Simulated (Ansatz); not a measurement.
# From r2SCAN to G0W0: MoPbO4 (Wulfenite)

How far does one-shot GW move the r2SCAN gap of MoPbO4 (Wulfenite)?

Main program and level: Ansatz 0.2.0; r2SCAN, then G0W0 on it, plane waves, PAW.

Most raw output is cut from this account.

In doubt: masses and optical values from hybrid runs of this build are listed as unsure (in some of the runs), which bears on the screening that GW takes from such a start.

**1. Set-up**

The structure is tetragonal, space group I4_1/a (No. 88). The conventional cell has a = 5.431 Å, b = 5.431 Å, c = 12.107 Å, α = 90.00°, β = 90.00°, γ = 90.00°. Nearest to Mo lie 4 O at 1.77 Å. Nearest to Pb lie 8 O at 2.61 to 2.63 Å. Nearest to O lie 1 Mo at 1.77 Å and 2 Pb at 2.61 to 2.63 Å. Farther neighbours and most contacts between anions are not listed.

As a file:

```cif
data_structure
_symmetry_space_group_name_H-M 'I4_1/a:1'
_symmetry_Int_Tables_number 88
_cell_length_a 5.4312
_cell_length_b 5.4312
_cell_length_c 12.1065
_cell_angle_alpha 90.000
_cell_angle_beta 90.000
_cell_angle_gamma 90.000
_cell_volume 357.12
loop_
_atom_site_label
_atom_site_type_symbol
_atom_site_symmetry_multiplicity
_atom_site_Wyckoff_symbol
_atom_site_fract_x
_atom_site_fract_y
_atom_site_fract_z
_atom_site_occupancy
Mo1 Mo 4 b 0.50000 0.00000 0.25000 1
Pb1 Pb 4 a 0.00000 0.50000 0.25000 1
O1 O 16 f 0.73520 0.86340 0.16890 1
```

The cell and positions come from the Crystallography Open Database and are kept as given unless a step says otherwise. Spin-orbit coupling is left out unless a step names it. The default PAW set here is soft_2. Its files were made with PBE.

**2. The r2SCAN band structure**

Levels along a band path and on the mesh show where this functional puts the band edges.

This step: DFT, r2SCAN, plane waves, PAW.

Input file input.yaml:

```yaml
crystal:
  lattice:
    - [-2.7156, 2.7156, 6.05325]
    - [2.7156, -2.7156, 6.05325]
    - [2.7156, 2.7156, -6.05325]
  atoms:
    - { symbol: Mo, position: [0.25, 0.75, 0.5] }
    - { symbol: Mo, position: [0.5, 0.5, 0.0] }
    - { symbol: Pb, position: [0.75, 0.25, 0.5] }
    - { symbol: Pb, position: [0.0, 0.0, 0.0] }
    - { symbol: O, position: [0.0323, 0.9041, 0.5986] }
    - { symbol: O, position: [0.6541, 0.5555, 0.3718] }
    - { symbol: O, position: [0.3055, 0.4337, 0.4014] }
    - { symbol: O, position: [0.1837, 0.2823, 0.6282] }
    - { symbol: O, position: [0.7177, 0.3459, 0.9014] }
    - { symbol: O, position: [0.0959, 0.6945, 0.1282] }
    - { symbol: O, position: [0.4445, 0.8163, 0.0986] }
    - { symbol: O, position: [0.5663, 0.9677, 0.8718] }
kpoints:
  mp_grid: { grid: [6, 6, 6] }
  band_path:
    path:
      - [[0.0, 0.0, 0.0], [0.0, 0.0, 0.5], [0.25, 0.25, 0.25], [0.0, 0.5, 0.0], [0.0, 0.0, 0.0], [0.5, 0.5, -0.5], [0.30031464, 0.69968536, -0.30031464]]
      - [[-0.30031464, 0.30031464, 0.30031464], [0.0, 0.0, 0.0]]
      - [[0.0, 0.0, 0.5], [-0.10062928, 0.10062928, 0.5]]
      - [[0.5, 0.5, -0.10062928], [0.5, 0.5, -0.5]]
    npoints: 10
hamiltonian:
  xc: r2scan
scf:
  occupations: { method: fermi_dirac, width: 0.02 }
  n_extra_bands: 8
output:
  eigenvalues: true
  write_density: true
  write_potential: true
  elf: true
  volumetric_format: npy
```

Started as:

```bash
> ansatz run input.yaml --threads 4 --pin off --max-ram 138240MiB --backend cuda --events-out ev --progress --plain --runs-dir out --devices 1 --max-vram 26GiB
```

Elapsed: 5.4 s, on 1 × NVIDIA H100 80GB HBM3 (shared by 3 runs) with 4 threads of AMD EPYC 7R13 (Zen 3), shared host; peak memory 1.6 GiB; 12 s of CPU time.

This step gave:

* filled bands: 52
* gap: 3.013 eV
* valence top at: k = (0.000, 0.000, 0.400)
* conduction bottom at: k = (-0.240, 0.240, 0.240)
* least direct gap: 3.131 eV

Over mesh and path the gap is 3.013 eV, from k = (0.000, 0.000, 0.400) to k = (-0.240, 0.240, 0.240). The least direct gap found is 3.131 eV, at k = (-0.240, 0.240, 0.240). On the 6×6×6 mesh alone the same run gives 3.035 eV, so that mesh misses an edge of r2SCAN: 3.035 − 3.013 = +0.022 eV.

The electronic bands at the labelled points (eV, zero at the top of the highest nominally filled band):

```csv
point,band 49,band 50,band 51,band 52,band 53,band 54,band 55,band 56
Γ,-0.98,-0.91,-0.91,-0.78,3.30,3.73,4.00,4.23
halfway,-1.27,-1.05,-0.98,-0.22,3.45,3.48,3.70,3.96
X,-1.29,-1.29,-0.18,-0.18,3.63,3.63,3.90,3.90
halfway,-1.29,-1.29,-0.18,-0.18,3.63,3.63,3.90,3.90
P,-1.28,-1.28,-0.17,-0.17,3.63,3.63,3.91,3.91
halfway,-1.33,-1.18,-0.62,-0.07,3.22,3.72,3.86,3.98
N,-1.23,-1.22,-0.81,-0.17,3.02,3.59,3.86,3.92
halfway,-1.18,-1.05,-0.96,-0.55,3.32,3.69,3.81,3.92
Γ,-0.98,-0.91,-0.91,-0.78,3.30,3.73,4.00,4.23
halfway,-1.17,-0.97,-0.97,-0.97,3.43,3.81,3.93,4.28
M,-1.16,-1.16,-1.00,-1.00,3.84,3.84,3.94,3.94
halfway,-1.20,-1.07,-0.99,-0.89,3.66,3.71,3.92,3.93
S,-1.12,-1.09,-0.90,-0.35,3.16,3.56,3.91,3.95
jump to S0,-1.12,-1.09,-0.90,-0.35,3.16,3.56,3.91,3.95
halfway,-1.27,-1.07,-0.99,-0.36,3.24,3.73,3.74,3.81
Γ,-0.98,-0.91,-0.91,-0.78,3.30,3.73,4.00,4.23
jump to X,-1.29,-1.29,-0.18,-0.18,3.63,3.63,3.90,3.90
halfway,-1.34,-1.24,-0.23,-0.17,3.56,3.67,3.91,3.94
R,-1.36,-1.21,-0.32,-0.20,3.48,3.68,3.93,4.01
jump to G,-1.36,-1.21,-0.32,-0.20,3.48,3.68,3.93,4.01
halfway,-1.15,-1.07,-0.94,-0.68,3.50,3.78,3.92,3.95
M,-1.16,-1.16,-1.00,-1.00,3.84,3.84,3.94,3.94
```

ELF in the ac plane of the conventional cell at fractional y = 0.000, with atoms of Mo and Pb within 0.2 Å of it. It is the smooth field of the valence electrons, not physical close to the nuclei.

Ten even steps from '_' (0.01) to '@' (0.77), each cell a mean:
```
__--++--..____________::++==..
++++==..________________::==++
::....____________________..::
__________..------::..________
________::==++====++--..______
______..==++::____==++::______
______..--++--__..====::______
________..--==++++==::....____
__::++**==::..::::::--++**==..
..--##@@@@##::____==%%@@@@++::
##++++%%@@##--__..++%%@@**==**
**%%++--++==..____::====--####
%%@@==....____________..::##@@
++==::..________________..::==
......____________..____......
________..............________
________..::**####==..________
____......++@@**%%%%::....____
__::++##++==%%##%%**==****--__
__--%%@@@@**==++====%%@@@@++..
__..++%%@@##--..::++%%@@##--__
--::..::==--..__..::==--::::--
======::______________..--====
__::++==..____________::++==__
```
Columns run along a (5.4 Å), rows up along c (12.1 Å), edges of the conventional cell, whose origin can differ from the input's. Atoms in or near the plane, at fractional coordinates: Mo at (0.50, 0.25), Mo at (0.00, 0.50), Pb at (0.50, 0.75), Pb at (0.00, 0.00).

Electrostatic potential energy in the ac plane of the conventional cell at fractional y = 0.000, with atoms of Mo and Pb within 0.2 Å of it. With pseudopotentials it is smooth inside the atoms' cores, unlike the true potential.

Values in eV, 24 rows by 15 columns, each cell a mean:
```
-23 -31 -20   3  10  12  13  14  13  13  11   7  -7 -30 -27
-22 -14   1   8  11  13  13  13  13  13  12  10   5  -7 -20
  7   8  10  11  12  12  11  11  11  12  12  12  11   9   7
 12  12  12  12  10   8   4   1   2   6   9  11  12  12  12
 13  13  12  11   7  -6 -25 -30 -29 -16   2   9  12  13  13
 14  13  12   9   1 -24 -29 -17 -23 -31  -9   7  11  13  13
 13  13  12  10   3 -21 -31 -23 -27 -30  -6   8  11  13  13
 13  13  13  12   8   1 -14 -22 -20  -6   6  10  12  13  13
 11  12  12  12  11  10   8   7   7   9  11  12  12  12  11
  2   5   8   8  10  12  12  12  12  12  11   8   8   6   3
-39 -25  -4   5  10  12  13  14  14  13  11   8   2 -14 -35
-57 -54 -22   3  10  13  13  14  14  13  12   7  -7 -42 -57
-57 -48 -17   4  10  13  13  13  13  13  12   8  -5 -35 -55
-22 -12   2   9  12  13  13  13  13  13  12  10   6  -5 -19
  7   8  10  12  13  12  12  11  11  12  13  12  11   9   7
 12  12  13  12  11   8   5   2   3   7  10  12  13  13  12
 13  13  13  11   7  -4 -26 -40 -34 -14   3  10  12  13  13
 13  13  13  10   2 -23 -54 -57 -57 -41  -6   8  12  13  13
 14  14  13  10   4 -18 -49 -57 -55 -34  -4   8  12  13  14
 13  13  12   9   5   1 -12 -22 -18  -4   4   7  11  13  13
 11  12  12  11  10  10   8   7   8   9  10  10  11  12  11
  1   4   8  11  12  13  13  12  12  13  12  12  10   7   2
-30 -24  -6   7  11  13  13  13  13  13  12   9   2 -17 -29
-17 -29 -24   2  10  12  13  13  13  13  11   7 -10 -32 -22
```
Columns run along a (5.4 Å; values clipped at the 3rd and 97th percentile), rows up along c (12.1 Å), edges of the conventional cell, whose origin can differ from the input's. Atoms in or near the plane, at fractional coordinates: Mo at (0.50, 0.25), Mo at (0.00, 0.50), Pb at (0.50, 0.75), Pb at (0.00, 0.00).

**3. One-shot GW**

G0W0 replaces the xc potential by a self-energy built once from the orbitals of the start. Levels are corrected in the window of bands that the input names, at points of the mesh.

This step: G0W0 on r2SCAN, plane waves, PAW.

Input file input.yaml:

```yaml
crystal:
  lattice:
    - [-2.7156, 2.7156, 6.05325]
    - [2.7156, -2.7156, 6.05325]
    - [2.7156, 2.7156, -6.05325]
  atoms:
    - { symbol: Mo, position: [0.25, 0.75, 0.5] }
    - { symbol: Mo, position: [0.5, 0.5, 0.0] }
    - { symbol: Pb, position: [0.75, 0.25, 0.5] }
    - { symbol: Pb, position: [0.0, 0.0, 0.0] }
    - { symbol: O, position: [0.0323, 0.9041, 0.5986] }
    - { symbol: O, position: [0.6541, 0.5555, 0.3718] }
    - { symbol: O, position: [0.3055, 0.4337, 0.4014] }
    - { symbol: O, position: [0.1837, 0.2823, 0.6282] }
    - { symbol: O, position: [0.7177, 0.3459, 0.9014] }
    - { symbol: O, position: [0.0959, 0.6945, 0.1282] }
    - { symbol: O, position: [0.4445, 0.8163, 0.0986] }
    - { symbol: O, position: [0.5663, 0.9677, 0.8718] }
kpoints:
  mp_grid: { grid: [4, 4, 4] }
hamiltonian:
  xc: r2scan
  pseudopotentials: { kind: paw, source: ansatz }
scf:
  occupations: { method: fixed }
gw:
  n_empty_bands: 2654
  ecut_chi: 350.0
  qp_bands: [v4, c4]
  qp_kpoints: band_edges
  screening: { model: contour_deformation }
```

Run time: 14 min. Hardware: 1 × NVIDIA H100 80GB HBM3 (shared by 3 runs) with 4 threads; peak memory 30 GiB.

Numbers from this step:

* bands summed: 2714
* RPA ε∞ on this mesh (eigenvalues): 4.313, 4.673, 4.673
* plane waves in the screening matrix: 2607
* q-points in the mesh: 64
* G0W0 gap over the corrected points: 4.380 eV
* k of the valence top: 0, 0.25, 0.25
* k of the conduction bottom: 0.25, -0.25, 0.25
* starting gap on the mesh: 3.057 eV
* Z at the valence top: 0.7628
* Z at the conduction bottom: 0.7786
* least direct G0W0 gap over the corrected points: 4.463 eV

Over all 14 irreducible mesh points the G0W0 gap is 4.380 eV, from k = (0.000, 0.250, 0.250) to k = (0.250, -0.250, 0.250). The r2SCAN gap of this run on the mesh is 3.057 eV. The two states that bound the G0W0 gap lie that far apart at the start, so the correction of the gap is 4.380 − 3.057 = +1.323 eV. The start of this run differs from the step before in mesh (6×6×6 and 4×4×4), files (soft_2 PAW and hard PAW) and plane-wave cutoff (500 eV and 1050 eV).

Labels follow the order of the start: v1 is the top filled band, c1 the lowest empty one; levels that stay degenerate share a row, the window can cut a multiplet, doubted levels are not marked in this list, bands outside the window were not corrected, and the list may be a part of the corrected levels. Levels before and after the correction, in eV, zero at the valence-band top of each column:

```csv
,conduction bottom,valence top
Kohn-Sham,3.06,0.00
G0W0,4.38,0.00
```

```csv
,level,occupation,energy (eV)
Kohn-Sham,(0 0.25 0.25) v3,2,-1.106
Kohn-Sham,(0 0.25 0.25) v2,2,-0.643
Kohn-Sham,(0 0.25 0.25) v1,2,0.000
Kohn-Sham,(0 0.25 0.25) c1,0,3.307
Kohn-Sham,(0 0.25 0.25) c2,0,3.660
Kohn-Sham,(0 0.25 0.25) c3,0,3.897
Kohn-Sham,(0.25 -0.25 0.25) v3,2,-1.077
Kohn-Sham,(0.25 -0.25 0.25) v2,2,-0.906
Kohn-Sham,(0.25 -0.25 0.25) v1,2,-0.095
Kohn-Sham,(0.25 -0.25 0.25) c1,0,3.058
Kohn-Sham,(0.25 -0.25 0.25) c2,0,3.626
Kohn-Sham,(0.25 -0.25 0.25) c3,0,3.909
G0W0,(0 0.25 0.25) v3,2,-1.077
G0W0,(0 0.25 0.25) v2,2,-0.640
G0W0,(0 0.25 0.25) v1,2,0.000
G0W0,(0 0.25 0.25) c1,0,4.666
G0W0,(0 0.25 0.25) c2,0,5.085
G0W0,(0 0.25 0.25) c3,0,5.370
G0W0,(0.25 -0.25 0.25) v3,2,-1.045
G0W0,(0.25 -0.25 0.25) v2,2,-0.885
G0W0,(0.25 -0.25 0.25) v1,2,-0.084
G0W0,(0.25 -0.25 0.25) c1,0,4.380
G0W0,(0.25 -0.25 0.25) c2,0,5.023
G0W0,(0.25 -0.25 0.25) c3,0,5.354
```

The parts of the quasiparticle energy for the two states that bound the G0W0 gap, in eV on the run's own scale (QP = start + Σx + Σc − Vxc, with Σc at the quasiparticle energy):

```csv
edge,k,band,start,Σx,Σc,Vxc,Z,QP
valence top,"(0.000, 0.250, 0.250)",60,7.865,−23.985,2.261,−21.032,0.763,7.172
conduction bottom,"(0.250, -0.250, 0.250)",61,10.923,−14.431,−4.628,−19.688,0.779,11.552
```

**4. Spin-orbit coupling**

This run has two-component orbitals with spin-orbit coupling.

This step: DFT, r2SCAN with spin-orbit coupling, plane waves, PAW.

Changes to input.yaml since step 3:

```diff
@@ -19,13 +19,29 @@
 kpoints:
-  mp_grid: { grid: [4, 4, 4] }
+  mp_grid: { grid: [6, 6, 6] }
+  band_path:
+    path:
+      - [0.0, 0.0, 0.0]
+      - [0.0, 0.0, 0.5]
+      - [0.25, 0.25, 0.25]
+      - [0.0, 0.5, 0.0]
+      - [0.5, 0.5, -0.5]
+      - [0.30031464, 0.69968536, -0.30031464]
+      - [-0.30031464, 0.30031464, 0.30031464]
+      - [-0.10062928, 0.10062928, 0.5]
+      - [0.0, 0.0, 0.4]
+      - [-0.240251712, 0.240251712, 0.240251712]
+    npoints: 1
 hamiltonian:
   xc: r2scan
-  pseudopotentials: { kind: paw, source: ansatz }
 scf:
   occupations: { method: fixed }
-gw:
-  n_empty_bands: 2654
-  ecut_chi: 350.0
-  qp_bands: [v4, c4]
-  qp_kpoints: band_edges
-  screening: { model: contour_deformation }
+  n_extra_bands: 16
+magnetization:
+  noncollinear: true
+  spin_orbit: true
+output:
+  eigenvalues: true
+  write_density: true
+  write_potential: true
+  elf: true
+  volumetric_format: npy
```

Run time: 19 s. Hardware: 1 × NVIDIA H100 80GB HBM3 (shared by 3 runs) with 4 threads; peak memory 2.3 GiB.

Numbers from this step:

| Quantity | Value |
| --- | --- |
| gap | 2.877 eV |
| valence top at | k = (0.000, 0.000, 0.400) |
| conduction bottom at | k = (-0.240, 0.240, 0.240) |
| least direct gap | 2.997 eV |

Over mesh and listed points the gap is 2.877 eV, from k = (0.000, 0.000, 0.400) to k = (-0.240, 0.240, 0.240). The least direct gap found is 2.997 eV, at k = (-0.240, 0.240, 0.240). On the 6×6×6 mesh alone the same run gives 2.903 eV, so that mesh misses an edge of r2SCAN+SOC: 2.903 − 2.877 = +0.026 eV. r2SCAN+SOC against r2SCAN: 2.877 − 3.013 = −0.136 eV, with the same mesh, set of files (read in its fully relativistic form for the spin-orbit run) and cutoff, and both edges at the same k points. The spin-orbit run sees mesh and listed points alone, so its gap is an upper bound: the coupling can move an edge off these points, and the change over the zone, its sign included where it is small, is not known.

**5. Side by side**

Each gap is the least one over the points named; times are wall times on shared hosts, not benchmarks. A G0W0 time includes the run's own self-consistent start. Runs with listed points see these and the mesh alone, so an edge that moves elsewhere is missed. Rows marked * are further runs, not shown as steps, whose inputs differ from the G0W0 step on the same start in the columns given; solver thresholds can differ too.

```
       level   mesh       files, cutoff  bands summed, screening                          points  gap (eV)            valence top       conduction bottom  least direct gap (eV)     time
      r2SCAN  6×6×6  soft_2 PAW, 500 eV                        -                   mesh and path     3.013  (0.000, 0.000, 0.400)  (-0.240, 0.240, 0.240)                  3.131    5.4 s
  r2SCAN+SOC  6×6×6  soft_2 PAW, 500 eV                        -          mesh and listed points     2.877  (0.000, 0.000, 0.400)  (-0.240, 0.240, 0.240)                  2.997     19 s
G0W0@r2SCAN*  4×4×4   hard PAW, 1050 eV              465, 100 eV  all 14 irreducible mesh points     4.242  (0.000, 0.250, 0.250)  (0.250, -0.250, 0.250)                  4.333    2 min
G0W0@r2SCAN*  4×4×4   hard PAW, 1050 eV              958, 170 eV  all 14 irreducible mesh points     4.304  (0.000, 0.250, 0.250)  (0.250, -0.250, 0.250)                  4.390    4 min
G0W0@r2SCAN*  4×4×4   hard PAW, 1050 eV             1662, 250 eV  all 14 irreducible mesh points     4.357  (0.000, 0.250, 0.250)  (0.250, -0.250, 0.250)                  4.442  6.6 min
 G0W0@r2SCAN  4×4×4   hard PAW, 1050 eV             2714, 350 eV  all 14 irreducible mesh points     4.380  (0.000, 0.250, 0.250)  (0.250, -0.250, 0.250)                  4.463   14 min
```

**6. Outcome**

```yaml
r2scan_gap_over_mesh_and_path: 3.013 eV, from k = (0.000, 0.000, 0.400) to k = (-0.240, 0.240, 0.240)
g0w0_r2scan_gap_over_all_14_irreducible_mesh_points: 4.380 eV, from k = (0.000, 0.250, 0.250) to k = (0.250, -0.250, 0.250)
r2scan_soc_gap_over_mesh_and_listed_points: 2.877 eV
estimated_limit_in_bands_and_cutoff_on_this_mesh: 4.416 eV
gw_settings: 4×4×4 mesh, 2654 empty bands, screening to 350 eV, hard PAW files
known_limits: finite bands, screening cutoff and k mesh; no spin-orbit coupling in G0W0
```

**Reading.** Over all 14 irreducible mesh points the G0W0 gap is 4.380 eV, from k = (0.000, 0.250, 0.250) to k = (0.250, -0.250, 0.250). The r2SCAN gap of this run on the mesh is 3.057 eV. The two states that bound the G0W0 gap lie that far apart at the start, so the correction of the gap is 4.380 − 3.057 = +1.323 eV. The valence state moves by 7.172 − 7.865 = −0.693 eV and the conduction state by 11.552 − 10.923 = +0.629 eV, on the run's own scale; with 465 bands the edge states move by −0.093 and +1.091 eV, so the split between the edges depends on the bands and cutoff. Over mesh and path, r2SCAN puts the valence top at k = (0.000, 0.000, 0.400) and conduction bottom at k = (-0.240, 0.240, 0.240), where no G0W0 correction was computed. The G0W0 gap over the whole zone is therefore not known from this run; at its settings it can only be equal to or under the 4.380 eV found, and no correction is carried over from another point. For the start itself the gap is 3.013 eV over mesh and path and 3.057 eV on the mesh of the G0W0 run, in runs that differ in mesh (6×6×6 and 4×4×4), files (soft_2 PAW and hard PAW) and plane-wave cutoff (500 eV and 1050 eV). From 465 bands and 100 eV to 2714 bands and 350 eV the gap moves by 4.380 − 4.242 = +0.138 eV (rung by rung 4.242, 4.304, 4.357, 4.380 eV); bands and screening cutoff rise together, so their parts are not told apart. A line in one over the bands through the two highest rungs gives 4.380 + (4.380 − 4.357) × 1662 / (2714 − 1662) = 4.416 eV, and through the pair below 4.357 + (4.357 − 4.304) × 958 / (1662 − 958) = 4.429 eV. The two agree within 0.03 eV and the same two states bound the gap in each rung, so 4.416 eV is taken as an estimate of the limit on this mesh. G0W0 on other starts in this series, not shown as steps and not all at these settings: 4.575 eV on HSE06 (4×4×4, hard PAW, 958 bands, 170 eV). r2SCAN+SOC against r2SCAN: 2.877 − 3.013 = −0.136 eV, with the same mesh, set of files (read in its fully relativistic form for the spin-orbit run) and cutoff, and both edges at the same k points. The spin-orbit run sees mesh and listed points alone, so its gap is an upper bound: the coupling can move an edge off these points, and the change over the zone, its sign included where it is small, is not known. What spin-orbit coupling does to the G0W0 levels was not computed, so no sum with the G0W0 gap is formed. The G0W0 runs are scalar-relativistic. No pair of G0W0 runs that differ in the mesh alone is shown (4×4×4 is a supercell whose nearest images lie 22 Å apart), so the error from the mesh is not known here. G0W0 is shown with one set of atomic data (hard PAW), so the error from the files is not known here. Failed or unusable runs on r2SCAN in this series, left out of the table: G0W0@r2SCAN (6×6×6 mesh, hard PAW files, 1050 eV, 405 empty bands) reached its time limit after 11 min.

[Paths, hosts, dates, memory and timing lines, banners, echoed tables and standing remarks are left out of the program output.]

[Logs are printed without paths, hosts, clocks, repeated set-up lines and the standing remarks that a program may print on its own settings, such as how far it seeks lower states.]

[Runs of the session that timed out or met a known fault of the program may be left out.]

[Cells called generated may have been cut or substituted from an entry of the Crystallography Open Database or the Materials Project.]

[Hosts, paths, dates, database ids (printed as entryN), source tags and the programs' standing remarks are cut or masked in the printed files.]

[Where an RPA ε∞ is given, it is that of the G0W0 mesh and is not shown converged in it. Names of k-points follow the symmetry that the program found, which can be lower than the space group named. Band edges on a path are those of the sampled points; other points can move an edge, and change direct to indirect where valleys lie close.]

[Hybrid gaps are those of their k-mesh and are not shown converged in it.]
